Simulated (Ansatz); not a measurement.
BaTiO3 (P4/mmm): how ε∞ follows the gap

The empty bands of BaTiO3 (P4/mmm) are shifted up rigidly by Δ, and ε∞ along x is computed for each shift. x, y and z are the Cartesian axes of the input cell.

Cell: a, b, c = 4.000, 4.000, 4.018 Å (primitive vectors), 5 atoms.

Method: Ansatz 0.2.0, PBE, independent particles, k-mesh 6×6×6 with interpolation inside its cells, Gaussian parameter 0.1 eV.

Launch of the response step: `ansatz run input.yaml --threads 4 --pin off --max-ram 8192MiB --backend cpu --events-out ev --progress --plain --runs-dir out`. The series took 5.1 min in all, on 4 threads of Intel(R) Xeon(R) Processor @ 2.50GHz (Skylake/Cascade Lake) (shared host).

```tsv
Δ (eV)	ε∞ along x
0.00	6.842
0.40	6.436
0.80	?
1.20	5.803
1.60	5.547
2.00	5.324
```

With one effective transition at E₀ and fixed dipole strength, ε∞ − 1 = A/(E₀ + Δ), so 1/(ε∞ − 1) is linear in Δ.

Working, on the rows shown:

| x = Δ (eV) | y = 1/(ε∞ − 1) |
| --- | --- |
| 0 | 0.171174 |
| 0.4 | 0.183959 |
| 1.2 | 0.208203 |
| 1.6 | 0.219925 |
| 2 | 0.231267 |

Means: x̄ = 1.04, ȳ = 0.20291. Σ(x − x̄)(y − ȳ) = 0.08273, Σ(x − x̄)² = 2.752. Slope = 0.08273 / 2.752 = 0.03006; intercept = ȳ − slope · x̄ = 0.17164. Turned back into ε∞ along x, the line misses the rows shown by at most 0.016.

What does the fit predict for the withheld row, and how well does it do?

At x = 0.8 the line gives y = 0.19569, that is 6.110. The run gave 6.095, so the interpolation is off by 0.015, 1.0 % of the range in the table.

Refitted with all rows, the slope is 0.03002 and the intercept 0.17178. These give E₀ = intercept/slope = 5.7 eV, far above the least direct gap of 1.91 eV: most of the screening comes from transitions well over the edge. Over the first step ε∞ falls by 15 % per eV. Excitons are left out and so are local fields; PBE gaps are as a rule too small. Spin-orbit coupling is left out.

[Logs are printed without paths, hosts, clocks, repeated set-up lines and the standing remarks that a program may print on its own settings, such as how far it seeks lower states.]
